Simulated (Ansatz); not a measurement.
Planning a GW calculation on WS2 (Tungstenite).

```xyz
6
Lattice="3.1532 0.0000 0.0000 -1.5766 2.7308 0.0000 0.0000 0.0000 12.3230" Properties=species:S:1:pos:R:3 pbc="T T T"
W     0.0000    1.8205    3.0808
W     1.5766    0.9103    9.2423
S     0.0000    1.8205    7.6711
S     1.5766    0.9103    1.5096
S     0.0000    1.8205   10.8134
S     1.5766    0.9103    4.6519
```

The cell and positions come from the Crystallography Open Database and are kept as given unless a step says otherwise. Spin-orbit coupling is left out unless a run names it. PAW set soft_2, made with PBE.

Runs so far (Ansatz 0.2.0, start PBE, default PAW files, 6×6×2 mesh). Times are wall times on 1 × NVIDIA H100 80GB HBM3 (shared by 6 runs) with 2 threads of AMD EPYC 7R13 (Zen 3), shared host, good to a factor of about two.

```csv
bands summed,cutoff (eV),gap on the mesh (eV),time
137,60,1.272,9.2 s
342,120,1.349,15 s
```

What should the next rung give, with 707 bands and screening to 200 eV, and where is the limit?

The error falls about as one over the bands when the cutoff rises with them. A line through the two highest rungs given predicts 1.376 eV; the run gave 1.387 eV, close to it. The two highest rungs put the limit near 1.422 eV, the pair below near 1.401 eV; their difference is a rough measure of what is unsettled in bands and cutoff; the mesh is a separate error.

Gaps are over the mesh's points; an edge off the mesh would be missed. Limits: not at the basis limit; no spin-orbit coupling; coarse k mesh.

[Paths, hosts, dates, memory and timing lines, banners, echoed tables and standing remarks are left out of the program output.]

[Logs are printed without paths, hosts, clocks, repeated set-up lines and the standing remarks that a program may print on its own settings, such as how far it seeks lower states.]

[Runs of the session that timed out or met a known fault of the program may be left out.]

[Cells called generated may have been cut or substituted from an entry of the Crystallography Open Database or the Materials Project.]

[Hosts, paths, dates, database ids (printed as entryN), source tags and the programs' standing remarks are cut or masked in the printed files.]
